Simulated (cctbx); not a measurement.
## Accept or mend?

Cell a = 11.9530 Å, b = 11.9530 Å, c = 11.9530 Å, α = 90.00°, β = 90.00°, γ = 90.00°; space group Fm-3m (no. 225). The compound is Cs3CuBr6.

Simulated single-crystal data (cctbx): Cu Kα, λ = 1.54184 Å, to d = 0.83 Å, 95 % of the full sphere, strongest reflection 5000 counts, noise from counting, a 1.5 % proportional error and a noise floor of 8 counts (s.d.); no absorption.

An anisotropic refinement with weights 1/σ² prints:

```text
Rint 0.052, 110 unique reflections to 0.84 A
cycle     R1     wR2    GooF  max shift (A)
   1  0.1841  0.3119  20.151   0.00348
   2  0.1781  0.2917  18.847   0.00040
final R1 0.1781 wR2 0.2917 GooF 18.847  parameters 5  data/parameter 22.0
atom        x        y        z      Ueq    occ   su(xyz)  su(Uiso or U11)
Cs1    0.50000  0.00000  0.00000   0.0002  1.000  0.00000  0.0029
Cs2    0.25000  0.75000  0.75000   0.0033  1.000  0.00000  0.0023
Br1    0.00000  0.00000  0.77657   0.0141  1.000  0.00084  0.0035
difference map: max 73.98 min -6.80 rms 1.67
Q1    0.0000  0.0000  0.0000    4   73.98  2.67 A from Br1
Q2    0.0000  0.0000  0.2189   24   11.34  0.05 A from Br1
Q3    0.2185  0.2185  0.2185   32    6.21  0.65 A from Cs2
Q4    0.0000  0.0000  0.1069   24    3.17  1.39 A from Br1
Q5    0.0580  0.0580  0.0580   32    2.66  2.21 A from Br1
Q6    0.0756  0.0756  0.3560   96    2.15  2.04 A from Br1
```

Q: Accept it or mend it, and why?

Mend it. The fault: an atom left out, Cu at (0, 0, 0). Against the right model at the same level, R1 goes from 0.0093 to 0.1781 and GooF from 1.03 to 18.85 and the top difference peak, 74.0 e/Å³, lies 2.67 Å from Br1. Q1 is the missing atom. With scattering power missing, scale and phases suffer, so peaks may also grow on the heavy atoms.

The compound is Cs3CuBr6. The right model at the same level gives:

```text
Rint 0.052, 110 unique reflections to 0.84 A
cycle     R1     wR2    GooF  max shift (A)
   1  0.0093  0.0159   1.033   0.00001
final R1 0.0093 wR2 0.0159 GooF 1.032  parameters 6  data/parameter 18.3
atom        x        y        z      Ueq    occ   su(xyz)  su(Uiso or U11)
Cs1    0.50000  0.00000  0.00000   0.0064  1.000  0.00000  0.0002
Cs2    0.25000  0.75000  0.75000   0.0080  1.000  0.00000  0.0001
Br1    0.00000  0.00000  0.77689   0.0083  1.000  0.00004  0.0002
Cu1    0.00000  0.00000  0.00000   0.0084  1.000  0.00000  0.0004
difference map: max 0.52 min -0.85 rms 0.11
Q1    0.0622  0.0622  0.4378   32    0.54  1.29 A from Cs1
Q2    0.1533  0.1533  0.1533   32    0.45  2.00 A from Cs2
Q3    0.0000  0.1697  0.1697   48    0.45  2.13 A from Br1
Q4    0.1417  0.1417  0.3583   32    0.37  2.24 A from Cs2
Q5    0.0000  0.0493  0.2781   96    0.36  0.88 A from Br1
Q6    0.0000  0.0000  0.0743   24    0.35  0.89 A from Cu1
```

Isotropic U is held between 0.0001 and 1 Å² by the program, and listed peak heights are interpolated, so they can pass the grid's maximum.

The model was made for the exercise: a known structure type with other elements put in, its volume estimated, not relaxed; displacement parameters are assumed.

[Middle refinement cycles are left out of these outputs.]

[Logs are printed without paths, hosts, clocks, repeated set-up lines and the standing remarks that a program may print on its own settings, such as how far it seeks lower states.]
